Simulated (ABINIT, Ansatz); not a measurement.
An input for ABINIT 10.8.3 (SrTiO3 (Tausonite)):

```
acell 3*1.0 Angstrom
rprim 
  3.905280000000 0.000000000000 0.000000000000
  0.000000000000 3.905280000000 0.000000000000
  0.000000000000 0.000000000000 3.905280000000
ntypat 3
znucl 38 22 8
natom 5
typat 1 2 3 3 3
xred 
  0.500000000000 0.500000000000 0.500000000000
  0.000000000000 0.000000000000 0.000000000000
  0.500000000000 0.000000000000 0.000000000000
  0.000000000000 0.500000000000 0.000000000000
  0.000000000000 0.000000000000 0.500000000000
pp_dirpath "pseudos"
pseudos "Sr.upf, Ti.upf, O.upf"
ecut 38
ngkpt 4 4 4
nshiftk 1
shiftk 0 0 0
kptopt 1
chksymbreak 0
istwfk *1
occopt 1
irdwfk 1
optdriver 4
nband 197
gwcalctyp 0
ecutsigx 38
symsigma 1
nkptgw 2
kptgw 
  0.5000000000 0.5000000000 0.5000000000
  0.0000000000 0.0000000000 0.0000000000
bdgw 
  18 23
  18 23
ecuteps 7
irdscr 1
ppmodel 1
indata_prefix "in"
outdata_prefix "out"
tmpdata_prefix "tmp"
```

```sh
OMP_NUM_THREADS=1 mpirun -n 16 abinit run.abi > log
```

Estimate wall time and host memory on 16 MPI ranks of Arm Neoverse N1, host not shared.

It took 24 s; on shared hardware allow 12 s to 49 s. Peak host memory was 3.9 GiB.

[Paths, hosts, dates, memory and timing lines, banners, echoed tables and standing remarks are left out of the program output.]

[Logs are printed without paths, hosts, clocks, repeated set-up lines and the standing remarks that a program may print on its own settings, such as how far it seeks lower states.]

[Runs of the session that timed out or met a known fault of the program may be left out.]

[Hosts, paths, dates, database ids (printed as entryN), source tags and the programs' standing remarks are cut or masked in the printed files.]

[G0W0 gaps are taken among the corrected bands and points alone; a level outside them can change the order at an edge.]

[Where Ansatz stands beside ABINIT at settings called matched, ABINIT's density can come from a denser mesh and the files from another edition; pairs whose starting gaps differed by over 0.03 eV were left out, so agreement reads better than it is.]
